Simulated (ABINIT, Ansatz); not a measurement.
Entries from a set of simulations; values are calculated unless marked as measured.

## Quasiparticle gap of KNa3H4 (Pm-3m) in ABINIT

Symmetry: Pm-3m, No. 221, cubic system. Conventional cell: a = 5.119 Å, b = 5.119 Å, c = 5.119 Å, α = 90.00°, β = 90.00°, γ = 90.00°. Nearest to K lie 6 H at 2.56 Å. Nearest to Na lie 6 H at 2.56 Å. H has 6 Na at 2.56 Å nearest. H has 4 Na at 2.56 Å and 2 K at 2.56 Å nearest. Farther neighbours, and contacts between anions beyond the nearest, are not listed.

```xyz
8
Lattice="5.1186 0.0000 0.0000 0.0000 5.1186 0.0000 0.0000 0.0000 5.1186" Properties=species:S:1:pos:R:3 pbc="T T T"
K     2.5593    2.5593    2.5593
Na    0.0000    0.0000    2.5593
Na    0.0000    2.5593    0.0000
Na    2.5593    0.0000    0.0000
H     0.0000    0.0000    0.0000
H     2.5593    2.5593    0.0000
H     2.5593    0.0000    2.5593
H     0.0000    2.5593    2.5593
```

```
method               : RPA screening on LDA, plane waves, norm-conserving pseudopotentials (and 2 further levels or steps)
program              : ABINIT 10.8.3
settings             : cutoff 38 Ha, PseudoDojo scalar-relativistic 0.4.1 standard, norm-conserving, ngkpt (2, 2, 2), nband 237, ecuteps 6.5 Ha, inclvkb 2, shiftk (0, 0, 0), symchi 1, awtr 1, frequency ppm, 2×2×2 k-mesh
cost                 : 5 runs, 5.4 min in all on 4 MPI ranks of Arm Neoverse V2, shared host
notes                : The cell and positions are those that the Materials Project relaxed with its own functionals (PBE, PBE+U or r2SCAN), kept fixed. The 2×2×2 mesh is coarse for this cell, which bears on the long-range parts of exchange and screening.
LDA gap              : 2.59 eV, indirect
G0W0 gap on the mesh : 4.98 eV
GW settings          : 2×2×2 mesh, 237 bands, screening to 176.9 eV, Godby-Needs plasmon pole
known limits         : short of the basis limit; coarse k mesh
```

G0W0 moves the gap on the mesh from 2.59 eV to 4.98 eV (+2.38 eV), with Z of 0.76 and 0.82 at the edges. Local fields lower the RPA ε∞ on this mesh from 3.70 to 3.30; a Γ-centred mesh this coarse tends to raise both, most where the direct gap is narrow, while a short band sum lowers them.

[Long decimals in the printed logs are rounded to 6 places.]

[Logs are printed without paths, hosts, clocks, repeated set-up lines and the standing remarks that a program may print on its own settings, such as how far it seeks lower states.]

[Paths, hosts, dates, memory and timing lines, banners, echoed tables and standing remarks are left out of the program output; an Ansatz launch command may be rebuilt from the run's recorded settings. Measured values are a selection of at most five: reports struck by readers or far from the other reports are left out. None is set beside runs whose start may be inverted or whose files or cutoffs have a known fault.]

[Runs of the session that timed out or met a known fault of the program may be left out.]

[Hosts, paths, dates, database ids (printed as entryN), source tags and the programs' standing remarks are cut or masked in the printed files.]

[G0W0 gaps are taken among the corrected bands and points alone; a level outside them can change the order at an edge.]

[Where Ansatz stands beside ABINIT at settings called matched, ABINIT's density can come from a denser mesh and the files from another edition; pairs whose starting gaps differed by over 0.03 eV were left out, so agreement reads better than it is.]
